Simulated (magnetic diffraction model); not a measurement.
# Solving a magnetic structure from powder neutron data: Tb2Cd3Ni9As7

Space group P-6 (no. 174), a = 9.7430 Å, c = 3.9770 Å.

| site | atom | x | y | z |
| --- | --- | --- | --- | --- |
| 1a | Tb | 0 | 0 | 0 |
| 1d | Tb | 1/3 | 2/3 | 1/2 |
| 3j | Cd | 0.4021 | 0.2104 | 0 |
| 3j | As | 0.3793 | 0.4537 | 0 |
| 1e | As | 2/3 | 1/3 | 0 |
| 3k | As | 0.2573 | 0.0444 | 1/2 |
| 3j | Ni | 0.6160 | 0.7186 | 0 |
| 3k | Ni | 0.5667 | 0.4468 | 1/2 |
| 3k | Ni | 0.2363 | 0.2812 | 1/2 |

The compound is invented for this exercise: a known structure type with other elements, its cell scaled to their sizes and not relaxed.

Only Tb is taken to order (form factors of Tb3+); orders and moment sizes are assumed, and not adapted to the symmetry. Radiation: neutrons of λ = 2.41 Å (absorption by Cd left out), 8° to 50°; isotropic B of 0.12 Å² (Tb), 0.13 Å² (Cd), 0.14 Å² (As) and 0.22 Å² (Ni). The intensities are simulated: I ∝ L Σ (|F_N|² + |F_M⊥|²) for unpolarised neutrons, with F_M = 2.695 fm/μB × Σ f(s) S exp(2πi Q·r) exp(−B s²) at Q = H ± k (one set where k and −k are equivalent), only the part normal to Q counting and L = 1/(sin²θ cos θ). For collinear order S is the moment m, which repeats by lattice and centring translations R with the sign exp(−2πi k·R). Form factors are spin-only for 3d ions and dipole or tabulated for f ions, scattering lengths are Sears's of 1992, and absorption is left out. A label names one of the reflections at its angle. The strongest nuclear line in the range is 100, and lines under 0.2 are left out.

Above the ordering temperature:

```csv
2θ (°),index,I
16.42,(1 0 0),34.0
28.64,(1 1 0),88.6
33.19,(2 0 0),99.2
35.27,(0 0 1),10.8
39.14,(1 0 1),66.0
44.40,(2 1 0),25.4
46.05,(1 1 1),100.0
49.21,(2 0 1),84.4
```

Below it (cell unchanged):

```
2θ (°)      I
 16.42  585.4
 28.64   88.6
 33.19  226.7
 35.27  110.3
 39.14  174.3
 44.40  160.9
 46.05  366.7
 49.21  139.3
```

**Question.** Find the propagation vector, then choose among these models:
A. collinear moments along [101], 5.9 μB on Tb; signs + at (0, 0, 0), + at (1/3, 2/3, 1/2)
B. collinear moments along [100], 5.9 μB on Tb; signs + at (0, 0, 0), + at (1/3, 2/3, 1/2)
C. collinear moments along [101], 5.9 μB on Tb; signs + at (0, 0, 0), − at (1/3, 2/3, 1/2)
D. collinear moments along [100], 5.9 μB on Tb; signs + at (0, 0, 0), − at (1/3, 2/3, 1/2)

No line moves, and magnetic intensity falls on nuclear lines such as the one at 16.42°, so the magnetic cell equals the chemical primitive cell: k = 0.

Magnetic intensity, observed (below minus above) and for each model:

| 2θ (°) | index | observed | A | B | C | D |
| --- | --- | --- | --- | --- | --- | --- |
| 16.42 | (1 0 0) | 551.4 | 210.1 | 183.8 | 630.2 | 551.4 |
| 28.64 | (1 1 0) | <0.2 | 265.7 | 232.5 | <0.2 | <0.2 |
| 33.19 | (2 0 0) | 127.5 | 48.6 | 42.5 | 145.7 | 127.5 |
| 35.27 | (0 0 1) | 99.5 | <0.2 | <0.2 | 85.3 | 99.5 |
| 39.14 | (1 0 1) | 108.3 | 287.8 | 324.9 | 95.9 | 108.3 |
| 44.40 | (2 1 0) | 135.5 | 51.6 | 45.2 | 154.9 | 135.5 |
| 46.05 | (1 1 1) | 266.7 | <0.2 | <0.2 | 247.6 | 266.7 |
| 49.21 | (2 0 1) | 55.0 | 155.8 | 164.9 | 52.0 | 55.0 |

Model D matches.

The structure used: k = (0 0 0), collinear moments along [100], 5.9 μB on Tb; signs + at (0, 0, 0), − at (1/3, 2/3, 1/2).

[Logs are printed without paths, hosts, clocks, repeated set-up lines and the standing remarks that a program may print on its own settings, such as how far it seeks lower states.]
